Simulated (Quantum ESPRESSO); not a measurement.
## NaF (Villiaumite): phonon deformation potentials, worked out

How far does biaxial strain in the (001) plane shift the zone-centre optical mode of NaF (Villiaumite)?

Calculated with Quantum ESPRESSO 7.5; DFT LDA, scalar-relativistic, plane waves, PseudoDojo norm-conserving pseudopotentials.

## 1. The relaxed structure

The structure is cubic, space group Fm-3m (No. 225). The conventional cell has a = 4.502 Å, b = 4.502 Å, c = 4.502 Å, α = 90.00°, β = 90.00°, γ = 90.00°. Nearest to Na lie 6 F at 2.25 Å. F has 6 Na at 2.25 Å nearest. Farther neighbours and most contacts between anions are not listed.

Coordinates:

```cif
data_structure
_symmetry_space_group_name_H-M 'Fm-3m'
_symmetry_Int_Tables_number 225
_cell_length_a 4.5021
_cell_length_b 4.5021
_cell_length_c 4.5021
_cell_angle_alpha 90.000
_cell_angle_beta 90.000
_cell_angle_gamma 90.000
_cell_volume 91.25
loop_
_atom_site_label
_atom_site_type_symbol
_atom_site_symmetry_multiplicity
_atom_site_Wyckoff_symbol
_atom_site_fract_x
_atom_site_fract_y
_atom_site_fract_z
_atom_site_occupancy
Na1 Na 4 a 0.00000 0.00000 0.00000 1
F1 F 4 b 0.00000 0.50000 0.00000 1
```

This is the cell after its relaxation at this level of theory, not the database cell from which that began.

## 2. Uniaxial strain

The relaxed cell is stretched along z alone. This keeps all atoms on sites fixed by symmetry and splits the threefold mode into a singlet, polarised along z, and a doublet. The macroscopic field is left out, so these are transverse modes. Cutoff 97 Ry, k mesh 8×8×8.

From the response at ε_zz = 0.01:

The log of the run:

```text
[banners, grids, parts of the stress and lines that vanish by symmetry left out]
Program PHONON v.7.5
     Reading xml data from directory:

[...]
Exchange-correlation= PW
                           (   1   4   0   0   0   0   0)
[...]
kinetic-energy cut-off    =      97.0000  Ry
     charge density cut-off    =     388.0000  Ry
     convergence threshold     =      1.0E-18
[...]
Exchange-correlation= PW
                           (   1   4   0   0   0   0   0)
[...]
q = (   0.0000000   0.0000000   0.0000000 )
     17 Sym.Ops. (with q -> -q+G )
     G cutoff =  359.2660  (  19987 G-vectors)     FFT grid: ( 40, 40, 40)
     number of k points=    59
[...]
Mode symmetry, D_4h(4/mmm) point group:
[...]
Representation #   1 mode #   1
[...]
End of self-consistent calculation
     Convergence has been achieved
     Representation #   2 mode #   2
[...]
End of self-consistent calculation
     Convergence has been achieved
     Representation #   3 modes #   3   4
[...]
End of self-consistent calculation
     Convergence has been achieved
     Representation #   4 modes #   5   6
[...]
End of self-consistent calculation
     Convergence has been achieved
[...]
q = (    0.000000000   0.000000000   0.000000000 )
[...]
freq (    1) =       0.105294 [THz] =       3.512230 [cm-1]
     freq (    2) =       0.107123 [THz] =       3.573233 [cm-1]
     freq (    3) =       0.107123 [THz] =       3.573233 [cm-1]
     freq (    4) =       7.622185 [THz] =     254.248735 [cm-1]
     freq (    5) =       8.317606 [THz] =     277.445481 [cm-1]
     freq (    6) =       8.317606 [THz] =     277.445481 [cm-1]
[...]
Mode symmetry, D_4h(4/mmm) point group:
     freq (   1-   1) =          3.5  [cm-1]   --> A_2u X_4' M_4'  I
     freq (   2-   3) =          3.6  [cm-1]   --> E_u  X_5' M_5'  I
     freq (   4-   4) =        254.2  [cm-1]   --> A_2u X_4' M_4'  I
     freq (   5-   6) =        277.4  [cm-1]   --> E_u  X_5' M_5'  I

   JOB DONE.
```

```
  ε_zz  singlet (cm⁻¹)  doublet (cm⁻¹)  σ_zz (GPa)  σ_xx (GPa)
 -0.01          298.67          274.42      -1.427      -0.247
-0.005          287.27          275.28      -0.686      -0.119
     0          276.08          276.08       0.007       0.007
 0.005          265.07          276.79       0.656       0.131
  0.01          254.25          277.45       1.261       0.252
```

Stress is counted positive in tension.

## 3. The fit

To first order ω² − ω₀² = p ε_zz + q (ε_xx + ε_yy) for the mode along z, and likewise for x and y. With ε_zz alone the singlet gives p and the doublet q.

The linear terms of parabolas through ω² are p = -16.11 ω₀² and q = 1.10 ω₀², with ω₀ = 276.1 cm⁻¹. Those of the stresses are C11 = 134 GPa and C12 = 25 GPa. Under hydrostatic strain p and q imply γ = −(p + 2q)/(6 ω₀²) = 2.32.

A layer held to an in-plane strain ε and free along z takes ε_zz = −2 (C12/C11) ε = -0.372 ε. To first order the singlet then shifts by (q − p C12/C11) ε / ω₀ = 1129 ε cm⁻¹. For ε = 0.006, ε_zz = -0.00223, the formulas for ω² predict 282.77 cm⁻¹ for the singlet and 263.00 cm⁻¹ for the doublet.

## 4. A biaxially strained cell

This run was no part of the fit.

The log of the run:

```text
[banners, grids, parts of the stress and lines that vanish by symmetry left out]
[banner, memory and clock lines left out]
Program PHONON v.7.5

[...]
Exchange-correlation= PW
                           (   1   4   0   0   0   0   0)
[...]
kinetic-energy cut-off    =      97.0000  Ry
     charge density cut-off    =     388.0000  Ry
     convergence threshold     =      1.0E-18
[...]
Exchange-correlation= PW
                           (   1   4   0   0   0   0   0)
[...]
q = (   0.0000000   0.0000000   0.0000000 )
     17 Sym.Ops. (with q -> -q+G )
     G cutoff =  357.0396  (  20011 G-vectors)     FFT grid: ( 40, 40, 40)
     number of k points=    59
[...]
Mode symmetry, D_4h(4/mmm) point group:
[...]
Representation #   1 mode #   1
[...]
End of self-consistent calculation
     Convergence has been achieved
     Representation #   2 mode #   2
[...]
End of self-consistent calculation
     Convergence has been achieved
     Representation #   3 modes #   3   4
[...]
End of self-consistent calculation
     Convergence has been achieved
     Representation #   4 modes #   5   6
[...]
End of self-consistent calculation
     Convergence has been achieved
[...]
q = (    0.000000000   0.000000000   0.000000000 )
[...]
freq (    1) =       0.106686 [THz] =       3.558675 [cm-1]
     freq (    2) =       0.108348 [THz] =       3.614114 [cm-1]
     freq (    3) =       0.108348 [THz] =       3.614114 [cm-1]
     freq (    4) =       7.897211 [THz] =     263.422614 [cm-1]
     freq (    5) =       7.897211 [THz] =     263.422614 [cm-1]
     freq (    6) =       8.476013 [THz] =     282.729346 [cm-1]
[...]
Mode symmetry, D_4h(4/mmm) point group:
     freq (   1-   1) =          3.6  [cm-1]   --> A_2u X_4' M_4'  I
     freq (   2-   3) =          3.6  [cm-1]   --> E_u  X_5' M_5'  I
     freq (   4-   5) =        263.4  [cm-1]   --> E_u  X_5' M_5'  I
     freq (   6-   6) =        282.7  [cm-1]   --> A_2u X_4' M_4'  I
```

```
   mode  predicted (cm⁻¹)  run (cm⁻¹)
singlet            282.77      282.73
doublet            263.00      263.42
```

The stress along z is 0.004 GPa and that in the plane 0.868 GPa; the unstrained cell carries 0.007 GPa.

## 5. What came out

| Item | Value |
| --- | --- |
| p (in units of the squared frequency) | -16.11 |
| q (same units) | 1.096 |
| shift of the singlet per unit of biaxial strain | 1129 cm⁻¹ |
| C11 and C12 | 134 and 25 GPa |

What this shows: To first order, one per cent of tensile biaxial strain moves the singlet of NaF (Villiaumite) by 11.3 cm⁻¹ and the doublet by -21.3 cm⁻¹; the formulas miss the test run by up to 0.42 cm⁻¹. In the rock-salt structure this mode is infrared active and has no first-order Raman line. The third potential, r, needs shear strain, which was not run. These are harmonic values at zero temperature.

[Host names and launcher messages were left out of these logs when they were recorded.]

[Logs are printed without paths, hosts, clocks, repeated set-up lines and the standing remarks that a program may print on its own settings, such as how far it seeks lower states.]

[Hosts, paths, dates, database ids (printed as entryN), source tags and the programs' standing remarks are cut or masked in the printed files.]
